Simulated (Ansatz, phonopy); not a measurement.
# Ag (Silver, Fm-3m): a volume series of phonon spectra, part 2 of 2

Which modes of Ag (Silver) drive its thermal expansion?

Ansatz 0.2.0; DFT PBEsol, scalar-relativistic, plane waves, PAW; PAW set soft_1.

So far. Step 14 (A cell at another volume, V/V0 1.05): The run ends at a pressure of -5.08 GPa. Step 15 (Phonons, V/V0 1.05): No mode is imaginary beyond numerical noise at the solved wavevectors.

## Step 16: How the modes move with volume

This step: DFT PBEsol, scalar-relativistic, plane waves, PAW; PAW set soft_1 (phonopy 4.10.0).

This step gave:

- share of modes with a negative Grüneisen parameter: 0

Mean Grüneisen, by row:

```
T (K)  heat-capacity-weighted mean  root mean square
   50                        2.382             2.392
  100                        2.438             2.448
  200                        2.456             2.465
  300                        2.459             2.468
  500                        2.461              2.47
  800                        2.462             2.471
```

Table of mean mode Grueneisen parameter by wavenumber:

```
wavenumber (cm⁻¹)  mean mode Grueneisen parameter
              3.0                               -
              8.9                               -
             14.8                            1.88
             20.7                            2.42
             26.7                            2.14
             32.6                            2.12
             38.5                            2.13
             44.5                            2.14
             50.4                            2.23
             56.3                            2.17
             62.2                            2.22
             68.2                            2.19
             74.1                            2.22
             80.0                            2.21
             86.0                            2.25
             91.9                            2.31
             97.8                            2.38
            103.7                            2.42
            109.7                            2.47
            115.6                            2.49
            121.5                            2.57
            127.4                            2.61
            133.4                            2.64
            139.3                            2.64
            145.2                            2.63
            151.2                            2.64
            157.1                            2.66
            163.0                            2.67
            168.9                            2.69
            174.9                            2.71
```

Volume series, by row:

```
 V/V0  V (Å³/atom)  pressure (GPa)  E - E0 (meV/atom)  gap (eV)  zero-point energy (meV/atom)  lowest on the path (cm⁻¹)  highest at Gamma without the LO-TO term (cm⁻¹)
 0.97        16.17           3.963              6.009         0                         23.08                          0                                               -
0.985        16.42           1.883              1.458         0                         22.23                          0                                               -
    1        16.67          -0.001                  0         0                         21.41                          0                                               -
1.015        16.92          -1.708              1.342         0                         20.62                          0                                               -
 1.03        17.17          -3.252              5.216         0                         19.84                          0                                               -
 1.05         17.5          -5.082              13.92         0                         18.84                          0                                               -
```

Grüneisen at points, by row:

```
point  branch  frequency (cm⁻¹)  mode Grüneisen parameter
    X       1             117.7                      2.35
    X       3               176                      2.66
    U       1             105.5                      2.28
    U       2             137.8                       2.7
    U       3             159.7                      2.69
    K       1             105.5                      2.28
    K       2             137.8                       2.7
    K       3             159.7                      2.69
    L       1              78.7                      2.04
    L       3             178.2                      2.73
    W       1             113.9                       2.6
    W       2             146.8                      2.69
```

## Step 17: Free-energy fit

This step gave:

```yaml
volume_expansion_coefficient_at_300_k: 55.95 1e-6/K
isothermal_bulk_modulus_at_300_k: 107.5 GPa
c_p_at_300_k: 25.37 J/mol-atom/K
grueneisen_parameter_at_300_k: 2.525
```

Table of energy (each curve on its own zero) by volume; values in meV/atom:

```
volume (Å³/atom)  static  F at 0 K  F at 300 K  F at 1300 K
          16.166    6.01      8.08        13.5         37.8
          16.416    1.46      2.69        6.07         20.9
          16.666       0      0.41        1.67         7.11
          16.916    1.34      0.96        0.06        -4.03
          17.166    5.22      4.05        0.96        -12.8
          17.500    13.9      11.8        5.64        -21.1
```

Phonopy-qha, vinet fit of F(V) at each temperature; no electronic free energy. Qha vinet, by row:

```
T (K)  fitted volume (Å³/atom)  alpha_V (1e-6/K)  B_T (GPa)  C_P (J/mol-atom/K)  Grueneisen
  100                    16.78             41.51      115.4               20.09       2.436
  150                    16.81             48.46      113.6               22.95       2.478
  200                    16.86             51.87      111.6               24.19       2.497
  250                     16.9             54.13      109.6               24.89       2.512
  300                    16.95             55.95      107.5               25.37       2.525
  350                       17              57.6      105.5               25.76       2.539
  400                    17.05             59.19      103.3                26.1       2.553
  450                     17.1             60.79      101.2               26.42       2.567
  500                    17.15             62.44      98.99               26.73       2.582
  550                     17.2             64.15      96.76               27.05       2.597
  600                    17.26             65.96      94.49               27.37       2.613
  650                    17.32             67.87      92.19               27.71       2.629
```

The volume expansion coefficient, phonopy-qha, Vinet by temperature:

```
temperature (K)  volume expansion coefficient, phonopy-qha, Vinet (1e-6/K)
             75                                                       34.4
            100                                                       41.5
            125                                                       45.7
            150                                                       48.5
            175                                                       50.4
            200                                                       51.9
            225                                                       53.1
            250                                                       54.1
            275                                                       55.1
            300                                                       56.0
            325                                                       56.8
            350                                                       57.6
            375                                                       58.4
            400                                                       59.2
            425                                                       60.0
            450                                                       60.8
            475                                                       61.6
            500                                                       62.4
            525                                                       63.3
            550                                                       64.2
            575                                                       65.0
            600                                                       66.0
            625                                                       66.9
            650                                                       67.9
```

The fit gives a volume expansion of 56.0 × 10⁻⁶/K at 300 K.

## Step 18: What came out

| Property | Result |
| --- | --- |
| volume expansion coefficient at 300 K | 55.95 1e-6/K |
| isothermal bulk modulus at 300 K | 107.5 GPa |
| C_P at 300 K | 25.37 J/mol-atom/K |
| Grüneisen parameter at 300 K | 2.525 |
| mean mode Grüneisen parameter at 300 K | 2.46 |

In words: Near room temperature Ag (Silver) expands by 56.0 × 10⁻⁶/K in volume by PBEsol, with C_P = 25.4 J/(mol K) per mole of atoms and B_T = 108 GPa. The table stops at 650 K because beyond it the fitted volume comes within 1 % of the largest computed cell, where the fit loses its support. C_P at room temperature is 102 % of the classical 3R an atom. The fit leaves out the electrons' free energy, which adds to C_P and to the expansion of a metal at high temperature. The heat-capacity-weighted Grüneisen parameter goes from 2.38 at 50 K to 2.46 at 800 K. Weighting γ by the density of states and each mode's heat capacity at 300 K, modes below 60 cm⁻¹ give about 5 % of the sum of γC that drives the expansion, those up to 120 cm⁻¹ 50 % and the rest 45 %. Among the labelled points γ is largest for branch 3 at L (178 cm⁻¹, 2.7) and smallest for branch 1 at L (78.7 cm⁻¹, 2.0). The PAW files were made for PBE and are used here under another functional, for which the program regenerates the frozen cores.

Calculation against experiment:

```
              quantity  measured          PBEsol
lattice constant a (Å)     4.084  4.055 (-0.7 %)
```

Measured values from pmc:6696329 (2019).

Verdict: The lattice constant a is off by -0.7 %: fair agreement. The grades are ours: good and fair within 0.7 and 1.5 % for the lattice constant a. Zero-point motion and thermal expansion are not in the computed lattice constants.

[Logs are printed without paths, hosts, clocks, repeated set-up lines and the standing remarks that a program may print on its own settings, such as how far it seeks lower states.]

[Hosts, paths, dates, database ids (printed as entryN), source tags and the programs' standing remarks are cut or masked in the printed files.]

[A step with changed settings may run another functional than the one named; its input shows which.]

[Of the runs on displaced cells, only some may be shown.]
